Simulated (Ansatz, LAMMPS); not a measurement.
# Amorphous Ge (61 atoms) under strain: runs compared

How stiff is amorphous Ge (61 atoms), and how do its levels respond to strain?

Computed with Ansatz 0.2.0: Kohn-Sham DFT, PBE, PAW (set soft_1), plane waves.

### Step 1. The cell as built

The cell holds 61 atoms: 61 Ge. Its edges and angles: a = 11.207 Å, b = 11.207 Å, c = 11.207 Å, α = 90.0°, β = 90.0°, γ = 90.0°. 61 atoms (61 Ge) placed at random at 5.23 g/cm³, melted at 3500 K for 10 ps at fixed volume with the Tersoff potential (Tersoff, Phys. Rev. B 39, 5566 (1989)). Quenched from 3500 K to 300 K at 6 K/ps and fixed volume, annealed at 1300 K for 20 ps, held 5 ps.

What the set-up can't give: The quench rate of 6 K/ps is many orders above laboratory rates, so the cell is likely richer in defects and strain than a real sample. The network of bonds at the start is that of the classical potential that made the cell, and needn't be the one that DFT or experiment would give. The Brillouin zone is sampled at Γ only.

### Step 2. The reference run

The reference is a single point at the end of the relaxation.

Every strained cell starts from the geometry of this run, and its atoms are relaxed with the cell held.

Its input, with most atom lines left out:

```yaml
crystal:
  lattice:
    - [10.14758, 0.00426, 0.18266]
    - [0.00426, 12.45117, 0.06172]
    - [0.18266, 0.06172, 11.78655]
  atoms:
    - { symbol: Ge, position: [0.99459, 0.10833, 0.01213] }
    - { symbol: Ge, position: [0.03292, 0.42693, 0.72931] }
    - { symbol: Ge, position: [0.08806, 0.02504, 0.8264] }
    - { symbol: Ge, position: [0.72655, 0.92198, 0.76371] }
    - { symbol: Ge, position: [0.99737, 0.97585, 0.39881] }
    - { symbol: Ge, position: [0.79397, 0.3997, 0.78583] }
    - { symbol: Ge, position: [0.69549, 0.13629, 0.54059] }
    [... atom lines 8 to 61 left out ...]
kpoints:
  mp_grid: { grid: [1, 1, 1] }
hamiltonian:
  xc: pbe
  pseudopotentials: { kind: paw, azcp: { folder: soft_1 } }
scf:
  occupations: { method: gaussian, width: 0.05 }
output:
  forces: true
  stress: true
  populations: intrinsic
  dos:
    method: { smearing: { sigma: 0.1 } }
    de: 0.1
    projected: { site_lists: { Ge: [Ge] } }
  eigenvalues: true
  write_density: true
  write_potential: true
  volumetric_format: npy
  elf: true
```

* free energy per atom: -4294.8485 eV/atom
* r.m.s. force component: 0.00466 eV/Å
* pressure: -0.009649 GPa

Filled and empty levels are parted by 0.499 eV (at Γ alone); a semilocal functional tends to put such gaps too low. In a disordered cell it changes from sample to sample, and tail or defect levels can set it.

### Step 3. The runs

Each row is one run, on 4 threads of Arm Neoverse V2, shared host. The free energy is the program's total, comparable only between runs with the same functional, potentials and atoms.

```csv
run,atoms,outcome,"ionic steps, all passes",free energy (eV),time,host memory (GiB)
Single point at the start,61,converged,-,-261976.751,18 s,2.0
Cell and atoms relaxed,61,converged,33,-261985.756,11 min,2.1
Single point at the relaxed geometry,61,converged,-,-261985.756,36 s,2.1
Volume -3 %,61,converged,3,-261985.545,68 s,2.0
Volume +3 %,61,converged,2,-261985.558,51 s,2.1
Volume -6 %,61,converged,4,-261984.864,87 s,2.0
Volume +6 %,61,converged,3,-261985.019,77 s,2.2
Volume -10 %,61,converged,12,-261983.294,4 min,1.9
Stretched by 1 % along x,61,converged,2,-261985.719,48 s,2.1
Compressed by 1 % along x,61,converged,2,-261985.715,47 s,2.1
```

In some runs the program notes that the SCF threshold is loose for the stress.

### Step 4. Pressure against volume

Atoms are relaxed at each volume, in the scaled cell.

```csv
volume change (%),volume (Å³/atom),energy change (meV/atom),pressure (GPa),largest move on relaxing (Å),bonds,gap (eV)
-10,21.965,40.37,5.83,0.97,127,0.669
-6,22.942,14.63,3.37,0.16,124,0.558
-3,23.674,3.46,1.58,0.05,123,0.528
+0,24.406,0.00,-0.01,-,123,0.499
+3,25.138,3.25,-1.38,0.04,123,0.466
+6,25.870,12.09,-2.51,0.10,123,0.435
```

### Step 5. Uniaxial strain and shear

Stress (GPa, compression positive) less that of the relaxed cell, atoms relaxed:

```csv
strain,xx,yy,zz,xy,energy change (meV/atom)
stretched by 1 % along x,-0.853,-0.254,-0.269,-0.009,0.61
compressed by 1 % along x,0.939,0.262,0.272,0.006,0.67
```

### Step 6. Outcome

The bulk modulus, from the slope of pressure against ln V over the three points nearest the relaxed volume, is 49.3 GPa; between neighbouring points the slope runs 56, 57, 52, 46 and 39 GPa from the smallest volume up, without a steady fall, so no pressure derivative is given. The count of bonds runs from 123 to 127 over the series, so at some points contacts cross the cutoffs. At -10 % some atom moved by over 0.5 Å on relaxing, so that point may sit in another local minimum. The gap goes from 0.669 eV at the smallest volume to 0.435 eV at the largest, -1.3 eV per unit of ln V by a straight line, on the run's k-points. In the Cartesian axes of the cell, finite differences give C11 = 89.6, C12 = 25.8 and C13 = 27.1 GPa. The mean of C11, C12 and C13, which equals the bulk modulus in a cubic or isotropic solid, is 47.5 GPa: it agrees with the bulk modulus within 10 %.

**Limits.** Strains are finite and relaxations stop at the force tolerance of the input, which can leave moduli too stiff; they are those of a static cell at zero temperature. Volumes are changed with the cell's shape held, so in an anisotropic solid the modulus lies over the one under free hydrostatic load. The program notes that the SCF threshold of the relaxations is loose for the stress. The cell edges changed by -9, +11 and +5 % with the Γ point alone; in so small a cell a change of shape can follow the discrete levels, so shape, energy gain and any gap at the end may be artefacts of the sampling.

The DFT runs together took 22 min of wall time.

[Logs are printed without paths, hosts, clocks, repeated set-up lines and the standing remarks that a program may print on its own settings, such as how far it seeks lower states.]

[Hosts, paths, dates, database ids (printed as entryN), source tags and the programs' standing remarks are cut or masked in the printed files.]
